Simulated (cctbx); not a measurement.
# Be14NiSn with cctbx, script by script

Library: cctbx 2025.11. The data are simulated by the first script.

## 1. Simulate the data

run.py:

```python
from cctbx import adptbx, crystal, miller, sgtbx, xray
from cctbx.array_family import flex
from iotbx.shelx import hklf
from scitbx import matrix
import scitbx.random

cs = crystal.symmetry(unit_cell=(7.62, 4.66, 8.007, 90, 90, 90), space_group_symbol='Hall: A 2 -2')  # Amm2
atoms = [  # label, site, U (iso, or U11 U22 U33 U12 U13 U23 in A^2), occupancy
    ("Sn1", (0.5, 0.5, 0.1739), 0.0033, 1),
    ("Ni1", (0.5, 0.5, 0.6858), 0.0050, 1),
    ("Be1", (0.758, 0.5, 0.3414), 0.0075, 1),
    ("Be2", (0.7427, 0.5, 0.8327), 0.0073, 1),
    ("Be3", (0.7128, 0.7531, 0.0794), 0.0085, 1),
    ("Be4", (0, 0.7405, 0.916), 0.0064, 1),
    ("Be5", (0.5, 0.7431, 0.8899), 0.0068, 1),
    ("Be6", (0, 0.5, 0.1635), 0.0076, 1),
    ("Be7", (0, 0.5, 0.6649), 0.0070, 1),
]
xs = xray.structure(crystal_symmetry=cs)
for label, site, u, occ in atoms:
    u = adptbx.u_cif_as_u_star(cs.unit_cell(), u) if isinstance(u, tuple) else u
    xs.add_scatterer(xray.scatterer(label, site=site, u=u, occupancy=occ))
xs.set_inelastic_form_factors(0.71073, "sasaki")
xs.show_summary()
p1 = xs.expand_to_p1()
ms = miller.build_set(p1, anomalous_flag=True, d_min=0.65)
flex.set_random_seed(953345)
scitbx.random.set_random_seed(953345)
ms = ms.select(flex.random_double(ms.size()) < 0.7)
i = ms.structure_factors_from_scatterers(p1, algorithm="direct").f_calc().as_intensity_array().data()
i = i / flex.sqrt(1 + 0.3 * i / flex.max(i))  # extinction
i = i * 70000 / flex.max(i)
sig = flex.sqrt(i + flex.pow2(0.015 * i) + 2 ** 2)
noise = scitbx.random.variate(scitbx.random.normal_distribution())(i.size())
data = ms.array(data=i + sig * noise, sigmas=sig).set_observation_type_xray_intensity()
with open("data.hkl", "w") as f:
    data.export_as_shelx_hklf(f)
print("reflections written:", data.size(), " <I/sigma> = %.1f" % flex.mean(data.data() / data.sigmas()))
for h, a, b in list(data.sort("data"))[:12]:
    print("%4d%4d%4d %9.1f %7.1f" % (h + (a, b)))
```

```console
$ python run.py
```

```text
Number of scatterers: 9
At special positions: 8
Unit cell: (7.62, 4.66, 8.007, 90, 90, 90)
Space group: A m m 2 (No. 38)
reflections written: 3008  <I/sigma> = 23.3
   4   0   0   69283.0  1082.8
  -1   0   0   62156.8   954.5
   2   0  -4   61384.8   931.6
  -2   0   4   59533.6   934.9
  -2  -2  -2   59526.4   920.1
  -2  -2   2   59371.0   895.3
   2  -2  -2   59365.3   920.1
   2   0   4   59173.6   934.9
   2  -2   2   58722.2   895.3
  -2   2   2   58534.0   895.3
  -2   2  -2   58302.8   920.1
   2   2   2   54842.0   895.3
```

Run time: 0.24 s on 1 thread of Arm Neoverse V2 (shared host), peak memory 0.07 GiB.

## 2. Symmetry

run.py:

```python
from cctbx import crystal, sgtbx, statistics
from cctbx.array_family import flex
from iotbx.shelx import hklf

p1 = crystal.symmetry(unit_cell=(7.62, 4.66, 8.007, 90, 90, 90), space_group_symbol="P 1")
raw = hklf.reader(file_name="data.hkl").as_miller_arrays(crystal_symmetry=p1, anomalous=True)[0]
print(raw.size(), "reflections to d = %.3f A" % raw.d_min())
isig = raw.data() / raw.sigmas()
print("centring   violations  <I/sigma> of those")
best = "P"
for c in "ABCIRF":
    a = raw.customized_copy(space_group_info=sgtbx.space_group_info("Hall: %s 1" % c)).sys_absent_flags().data()
    m = flex.mean(isig.select(a))
    print("%5s %10d of %5d %8.1f" % (c, (isig.select(a) > 4).count(True), a.count(True), m))
    if (isig.select(a) > 4).count(True) < 0.01 * a.count(True):
        best = c
raw = raw.select(~raw.customized_copy(space_group_info=sgtbx.space_group_info("Hall: %s 1" % best)).sys_absent_flags().data())
isig = raw.data() / raw.sigmas()
rows = []
for s in sgtbx.space_group_symbol_iterator():
    g = sgtbx.space_group(s)
    if g.conventional_centring_type_symbol() != best or not g.is_compatible_unit_cell(p1.unit_cell(), 1e-3, 0.02):
        continue
    rows.append((s, g))
print("Laue class    unique    Rint  (classes that these axes allow; Friedel mates merged)")
rint = {}
for s, g in rows:
    laue = g.build_derived_patterson_group()
    key = laue.type().hall_symbol()
    if key not in rint:
        m = raw.customized_copy(space_group_info=laue.info(), anomalous_flag=False).merge_equivalents()
        rint[key] = m.r_int()
        print("%-14s %6d %7.3f" % (laue.type().lookup_symbol(), m.array().size(), m.r_int()))
floor = min(rint.values())
good = [(s, g) for s, g in rows if rint[g.build_derived_patterson_group().type().hall_symbol()] < 2 * floor + 0.03]
top = max(g.build_derived_patterson_group().order_z() for s, g in good)
print("space group    extra absences  I>4sigma  <I/sigma>")
for s, g in good:
    laue = g.build_derived_patterson_group()
    if laue.order_z() != top:
        continue
    a = raw.customized_copy(space_group_info=g.info()).sys_absent_flags().data()
    a &= ~raw.customized_copy(space_group_info=laue.info()).sys_absent_flags().data()
    bad = (isig.select(a) > 4).count(True)
    if bad <= 0.03 * a.count(True):
        print("%-16s %8d %10d %9s  %s" % (s.universal_hermann_mauguin(), a.count(True), bad, "%.1f" % flex.mean(isig.select(a)) if a.count(True) else "-", "centric" if g.is_centric() else "acentric"))
laue = max(good, key=lambda t: t[1].build_derived_patterson_group().order_z())[1].build_derived_patterson_group()
f = raw.customized_copy(space_group_info=laue.info(), anomalous_flag=False).merge_equivalents().array().eliminate_sys_absent().f_sq_as_f()
f.set_observation_type_xray_amplitude()
bins = max(3, min(8, f.size() // 12))
f.setup_binner(n_bins=bins)
w = statistics.wilson_plot(f, {e: n / laue.order_z() for e, n in {'Sn': 2.0, 'Ni': 2.0, 'Be': 28.0}.items()}, e_statistics=True)
print("Wilson B = %.2f A^2   <|E^2-1|> = %.3f (0.968 centric, 0.736 acentric)   E^2>4: %.1f %%" % (w.wilson_b, w.mean_e_sq_minus_1, w.percent_e_sq_gt_2))
print("shell (A)         n   <I/sigma>")
m = raw.customized_copy(space_group_info=laue.info(), anomalous_flag=False).merge_equivalents().array().eliminate_sys_absent()
for b in m.setup_binner(n_bins=bins).range_used():
    sel = m.binner().selection(b)
    print("%5.2f - %4.2f %6d %8.1f" % (min(m.binner().bin_d_range(b)[0] if m.binner().bin_d_range(b)[0] > 0 else 99, 99), m.binner().bin_d_range(b)[1], sel.count(True), flex.mean((m.data() / m.sigmas()).select(sel))))
```

```console
$ python run.py
```

```text
3008 reflections to d = 0.650 A
centring   violations  <I/sigma> of those
    A          0 of  1518     -0.0
    B        746 of  1496     23.3
    C        746 of  1514     23.1
    I        751 of  1510     23.3
    R        984 of  1988     23.3
    F        746 of  2264     15.4
Laue class    unique    Rint  (classes that these axes allow; Friedel mates merged)
A 1 2/m 1         580   0.017
A 1 1 2/m         566   0.017
A m m m           332   0.018
space group    extra absences  I>4sigma  <I/sigma>
A 2 2 2                 0          0         -  acentric
A 2 m m                 0          0         -  acentric
A m m 2                 0          0         -  acentric
A m 2 m                 0          0         -  acentric
A m m m                 0          0         -  centric
Wilson B = 0.24 A^2   <|E^2-1|> = 0.583 (0.968 centric, 0.736 acentric)   E^2>4: 0.0 %
shell (A)         n   <I/sigma>
 7.62 - 1.30     50     88.0
 1.30 - 1.03     42     84.6
 1.03 - 0.90     39     78.2
 0.90 - 0.82     44     80.8
 0.82 - 0.76     38     68.8
 0.76 - 0.72     45     68.5
 0.72 - 0.68     35     72.8
 0.68 - 0.65     39     71.2
```

Time: 0.24 s.

## 3. Charge flipping

run.py:

```python
import itertools
from cctbx import crystal, maptbx
from cctbx.array_family import flex
from iotbx.shelx import hklf
from smtbx.ab_initio import charge_flipping as cf

cs = crystal.symmetry(unit_cell=(7.62, 4.66, 8.007, 90, 90, 90), space_group_symbol='Hall: A 2 -2')  # Amm2
raw = hklf.reader(file_name="data.hkl").as_miller_arrays(crystal_symmetry=cs, anomalous=True)[0]
merged = raw.eliminate_sys_absent().merge_equivalents()
fo2 = merged.array().set_observation_type_xray_intensity()
f = fo2.average_bijvoet_mates().f_sq_as_f().resolution_filter(d_min=0.8)
p1 = f.expand_to_p1()
work = p1
flex.set_random_seed(74140)
it = cf.weak_reflection_improved_iterator(delta=None, weak_reflection_fraction=0.2)
it.start(work, phases=flex.random_double(p1.size()) * 6.2832, f_000=0)
it.delta = 0.9 * it.rho_map.sigma()
print("cycle      R  skewness")
for n, st in enumerate(itertools.islice(it, 100)):
    if n % 8 == 0:
        print("%5d %6.3f %8.2f" % (n, st.r1_factor(), st.rho_map.skewness()))
rho = p1.phase_transfer(it.f_calc).fft_map().apply_volume_scaling()
polish = cf.low_density_elimination_iterator(constant_rho_c=rho.sigma())
polish.start(f_obs=p1, phases=it.f_calc, f_000=0)
for _ in range(8):
    next(polish)
print("origin shift          correlation  skewness")
maps = []
for fc, shift, cc in itertools.islice(cf.f_calc_symmetrisations(f, polish.f_calc, 0), 4):
    m = f.phase_transfer(fc).fft_map(symmetry_flags=maptbx.use_space_group_symmetry, resolution_factor=0.25).apply_sigma_scaling()
    maps.append((m.skewness(), cc, m))
    print("%6.3f %6.3f %6.3f %10.3f %9.2f" % (tuple(shift) + (cc, m.skewness())))
skew, cc, m = max((t for t in maps if t[1] > maps[0][1] - 0.04), key=lambda t: t[0])
print("taken: symmetry correlation %.3f, skewness %.2f" % (cc, skew))
peaks = m.peak_search(parameters=maptbx.peak_search_parameters(min_distance_sym_equiv=0.9, max_clusters=14)).all()
sps = cs.special_position_settings(min_distance_sym_equiv=0.5)
print("peak      x       y       z  mult  height/sigma")
for k, (x, h) in enumerate(zip(peaks.sites(), peaks.heights())):
    ss = sps.site_symmetry(x)
    print("Q%-3d %7.4f %7.4f %7.4f %4d %8.1f" % ((k + 1,) + tuple(t % 1 for t in ss.exact_site()) + (ss.multiplicity(), h)))
```

```console
$ python run.py
```

```text
cycle      R  skewness
    0  0.480     0.19
    8  0.334     1.65
   16  0.324     1.91
   24  0.337     1.96
   32  0.349     2.25
   40  0.353     2.36
   48  0.340     2.61
   56  0.344     3.96
   64  0.320     6.88
   72  0.302     6.85
   80  0.332     6.75
   88  0.305     6.68
   96  0.335     6.93
origin shift          correlation  skewness
 0.404  0.380  0.000      0.823      2.12
 0.404  0.132 -0.000      0.822      2.32
 0.079  0.126  0.000      0.806      1.74
 0.079  0.375  0.000      0.802      1.76
taken: symmetry correlation 0.822, skewness 2.32
peak      x       y       z  mult  height/sigma
Q1    0.5000  0.0000  0.5765    2     12.0
Q2    0.5000  0.0000  0.1115    2      7.0
Q3    0.5000  0.2500  0.2292    4      5.9
Q4    0.2669  0.2551  0.2243    8      5.8
Q5    0.1118  0.0000  0.6061    4      4.0
Q6    0.0000  0.2471  0.2821    4      3.6
Q7    0.5000  0.2152  0.8678    4      3.1
Q8    0.1900  0.2492  0.4073    8      2.6
Q9    0.0670  0.0000  0.3052    4      2.5
Q10   0.5000  0.0000  0.7983    2      2.4
Q11   0.5000  0.0000  0.2926    2      2.3
Q12   0.1203  0.0000  0.1224    4      2.3
Q13   0.2179  0.0000  0.3466    4      2.2
Q14   0.3647  0.1364  0.8253    8      2.1
```

Time: 0.29 s.

## 4. Refinement (model from the peaks)

run.py:

```python
import math
from cctbx import adptbx, crystal, maptbx, sgtbx, xray
from cctbx.array_family import flex
from cctbx.xray import observations
from iotbx.shelx import hklf
from scitbx.lstbx import normal_eqns_solving
from smtbx import absolute_structure, utils
from smtbx.refinement import constraints, least_squares

cs = crystal.symmetry(unit_cell=(7.62, 4.66, 8.007, 90, 90, 90), space_group_symbol='Hall: A 2 -2')  # Amm2
atoms = [  # label, site, U (iso, or U11 U22 U33 U12 U13 U23 in A^2), occupancy
    ("Ni1", (0.5, 0, 0.5765), 0.0200, 1),
    ("Be1", (0.1118, 0, 0.6061), 0.0200, 1),
    ("Be2", (0, 0.2471, 0.2821), 0.0200, 1),
    ("Be3", (0.5, 0.2152, 0.8678), 0.0200, 1),
    ("Be4", (0.19, 0.2492, 0.4073), 0.0200, 1),
    ("Be5", (0.5, 0, 0.7983), 0.0200, 1),
    ("Be6", (0.5, 0, 0.2926), 0.0200, 1),
    ("Be7", (0.1203, 0, 0.1224), 0.0200, 1),
]
xs = xray.structure(crystal_symmetry=cs)
for label, site, u, occ in atoms:
    u = adptbx.u_cif_as_u_star(cs.unit_cell(), u) if isinstance(u, tuple) else u
    xs.add_scatterer(xray.scatterer(label, site=site, u=u, occupancy=occ))
xs.set_inelastic_form_factors(0.71073, "sasaki")
raw = hklf.reader(file_name="data.hkl").as_miller_arrays(crystal_symmetry=cs, anomalous=True)[0]
merged = raw.eliminate_sys_absent().merge_equivalents()
fo2 = merged.array().set_observation_type_xray_intensity()
print("Rint %.3f, %d unique reflections to %.2f A" % (merged.r_int(), fo2.size(), fo2.d_min()))
for sc in xs.scatterers():
    sc.flags.set_grad_site(True)
    sc.flags.set_grad_u_aniso(sc.flags.use_u_aniso())
    sc.flags.set_grad_u_iso(sc.flags.use_u_iso())
obs = fo2.as_xray_observations()
extra = {}
rep = constraints.reparametrisation(xs, [], utils.connectivity_table(xs), **extra)
ls = least_squares.crystallographic_ls(obs, rep, weighting_scheme=least_squares.mainstream_shelx_weighting(a=0, b=0))
print("cycle     R1     wR2    GooF  max shift (A)")
for cycle in range(6):
    ls.build_up()
    r1, wr2, goof = ls.r1_factor(cutoff_factor=2)[0], ls.wR2(), ls.goof()
    old = xs.sites_cart()
    normal_eqns_solving.levenberg_marquardt_iterations(ls, n_max_iterations=3, tau=0.0001, step_threshold=1e-7)
    big = flex.max((xs.sites_cart() - old).norms())
    print("%4d %7.4f %7.4f %7.3f %9.5f" % (cycle + 1, r1, wr2, goof, big))
    ls.build_up(objective_only=True)
    if abs(ls.wR2() - wr2) < 5e-5 and big < 5e-4:
        break
ls.build_up()
print("final R1 %.4f wR2 %.4f GooF %.3f  parameters %d  data/parameter %.1f" % (ls.r1_factor(cutoff_factor=2)[0], ls.wR2(), ls.goof(), ls.n_parameters, fo2.size() / ls.n_parameters))
cov = ls.covariance_matrix_and_annotations()
su = dict(zip(cov.annotations, (math.sqrt(max(v, 0)) for v in cov.matrix.matrix_packed_u_diagonal())))
a2 = cs.unit_cell().reciprocal_parameters()[0] ** -2
print("atom        x        y        z      Ueq    occ   su(xyz)  su(Uiso or U11)")
for sc in xs.scatterers():
    s = max(su.get(sc.label + k, 0) for k in (".x", ".y", ".z"))
    npd = "" if sc.is_positive_definite_u(cs.unit_cell()) else "  NPD"
    print("%-5s %8.5f %8.5f %8.5f %8.4f %6.3f %8.5f %7.4f%s" % ((sc.label,) + sc.site + (sc.u_iso_or_equiv(cs.unit_cell()), sc.occupancy, s, su.get(sc.label + ".uiso", su.get(sc.label + ".u11", 0) * a2), npd)))
fo = fo2.f_sq_as_f()
fc = fo.structure_factors_from_scatterers(xs, algorithm="direct").f_calc()
diff = fo.f_obs_minus_f_calc(1 / math.sqrt(ls.scale_factor()), fc).average_bijvoet_mates()
m = diff.fft_map(symmetry_flags=maptbx.use_space_group_symmetry, resolution_factor=0.25).apply_volume_scaling()
print("difference map: max %.2f min %.2f rms %.2f" % (m.statistics().max(), m.statistics().min(), m.statistics().sigma()))
peaks = m.peak_search(parameters=maptbx.peak_search_parameters(min_distance_sym_equiv=0.6, max_clusters=6)).all()
near = xs.closest_distances(peaks.sites(), distance_cutoff=4)
sps = cs.special_position_settings(min_distance_sym_equiv=0.5)
for k, (x, h) in enumerate(zip(peaks.sites(), peaks.heights())):
    ss = sps.site_symmetry(x)
    print("Q%-3d %7.4f %7.4f %7.4f %4d %7.2f  %.2f A from %s" % ((k + 1,) + tuple(t % 1 for t in ss.exact_site()) + (ss.multiplicity(), h, near.smallest_distances[k], xs.scatterers()[near.i_seqs[k]].label)))
```

```console
$ python run.py
```

```text
Rint 0.012, 606 unique reflections to 0.65 A
cycle     R1     wR2    GooF  max shift (A)
   1  0.5901  0.8286  59.058   0.07139
   2  0.4746  0.7151  50.964   0.01819
   3  0.4712  0.7111  50.683   0.01599
   4  0.4700  0.7095  50.565   0.01433
   5  0.4691  0.7082  50.474   0.01322
   6  0.4681  0.7067  50.370   0.01231
final R1 0.4669 wR2 0.7049 GooF 50.241  parameters 22  data/parameter 27.5
atom        x        y        z      Ueq    occ   su(xyz)  su(Uiso or U11)
Ni1    0.50000  0.00000  0.57615   0.0001  1.000  0.00121  0.0016
Be1    0.12307  0.00000  0.62001   0.0076  1.000  0.01813  0.0196
Be2    0.00000  0.24837  0.27905   0.0037  1.000  0.02033  0.0230
Be3    0.50000  0.22756  0.86634   0.0269  1.000  0.03123  0.0415
Be4    0.19610  0.24932  0.42032   0.0001  1.000  0.01427  0.0150
Be5    0.50000  0.00000  0.79510   0.0119  1.000  0.02409  0.0363
Be6    0.50000  0.00000  0.29261   0.0121  1.000  0.02346  0.0366
Be7    0.12221  0.00000  0.12008   0.0026  1.000  0.01587  0.0168
difference map: max 125.42 min -17.01 rms 4.24
Q1    0.5000  0.0000  0.0764    2  126.09  1.73 A from Be6
Q2    0.5000  0.0000  0.5765    2  115.20  0.00 A from Ni1
Q3    0.0000  0.0000  0.5773    2   12.34  1.00 A from Be1
Q4    0.0000  0.0000  0.0774    2   12.33  0.99 A from Be7
Q5    0.0000  0.2521  0.8091    4   11.16  0.24 A from Be2
Q6    0.2790  0.2482  0.1832    8    8.57  1.74 A from Be7
```

Time: 0.6 s.

Figures of merit this high mean that the model is still wrong or incomplete.

## 5. Refinement (atoms added from the difference map)

run.py, as its changes from the last script of this kind:

```diff
@@ -12,8 +12,9 @@
-    ("Ni1", (0.5, 0, 0.5765), 0.0200, 1),
-    ("Be1", (0.1118, 0, 0.6061), 0.0200, 1),
-    ("Be2", (0, 0.2471, 0.2821), 0.0200, 1),
-    ("Be3", (0.5, 0.2152, 0.8678), 0.0200, 1),
-    ("Be4", (0.19, 0.2492, 0.4073), 0.0200, 1),
-    ("Be5", (0.5, 0, 0.7983), 0.0200, 1),
-    ("Be6", (0.5, 0, 0.2926), 0.0200, 1),
-    ("Be7", (0.1203, 0, 0.1224), 0.0200, 1),
+    ("Ni1", (0.5, 0, 0.57615), 0.0030, 1),
+    ("Be1", (0.12307, 0, 0.62001), 0.0076, 1),
+    ("Be2", (0, 0.24837, 0.27905), 0.0037, 1),
+    ("Be3", (0.5, 0.22756, 0.86634), 0.0269, 1),
+    ("Be4", (0.1961, 0.24932, 0.42032), 0.0030, 1),
+    ("Be5", (0.5, 0, 0.7951), 0.0119, 1),
+    ("Be6", (0.5, 0, 0.29261), 0.0121, 1),
+    ("Be7", (0.12221, 0, 0.12008), 0.0030, 1),
+    ("Sn1", (0.5, 0, 0.0764), 0.0200, 1),
@@ -64 +65 @@
-peaks = m.peak_search(parameters=maptbx.peak_search_parameters(min_distance_sym_equiv=0.6, max_clusters=6)).all()
+peaks = m.peak_search(parameters=maptbx.peak_search_parameters(min_distance_sym_equiv=0.6, max_clusters=5)).all()
```

```console
$ python run.py
```

```text
Rint 0.012, 606 unique reflections to 0.65 A
cycle     R1     wR2    GooF  max shift (A)
   1  0.2884  0.5784  41.294   0.04460
   2  0.1152  0.2599  18.556   0.03038
   3  0.1049  0.2410  17.205   0.02316
   4  0.1016  0.2348  16.767   0.02145
   5  0.0989  0.2300  16.422   0.01951
   6  0.0965  0.2260  16.138   0.01747
final R1 0.0946 wR2 0.2227 GooF 15.901  parameters 24  data/parameter 25.2
atom        x        y        z      Ueq    occ   su(xyz)  su(Uiso or U11)
Ni1    0.50000  0.00000  0.56667   0.0044  1.000  0.00041  0.0006
Be1    0.12491  0.00000  0.61957   0.0166  1.000  0.00453  0.0056
Be2    0.00000  0.24967  0.29565   0.0106  1.000  0.00468  0.0057
Be3    0.50000  0.23176  0.86960   0.0256  1.000  0.00918  0.0087
Be4    0.19499  0.24935  0.41508   0.0219  1.000  0.00470  0.0056
Be5    0.50000  0.00000  0.79531   0.0173  1.000  0.00639  0.0082
Be6    0.50000  0.00000  0.29269   0.0178  1.000  0.00617  0.0084
Be7    0.12457  0.00000  0.12000   0.0148  1.000  0.00434  0.0053
Sn1    0.50000  0.00000  0.07928   0.0016  1.000  0.00015  0.0004
difference map: max 15.20 min -7.42 rms 1.20
Q1    0.0000  0.0000  0.5758    2   15.32  1.01 A from Be1
Q2    0.0000  0.0000  0.0756    2   15.10  1.01 A from Be7
Q3    0.5000  0.0000  0.0762    2   13.02  0.02 A from Sn1
Q4    0.5000  0.0000  0.5733    2    9.79  0.05 A from Ni1
Q5    0.2561  0.0000  0.7348    4    8.43  1.36 A from Be1
```

Time: 0.6 s.

Figures of merit this high mean that the model is still wrong or incomplete.

[Logs are printed without paths, hosts, clocks, repeated set-up lines and the standing remarks that a program may print on its own settings, such as how far it seeks lower states.]
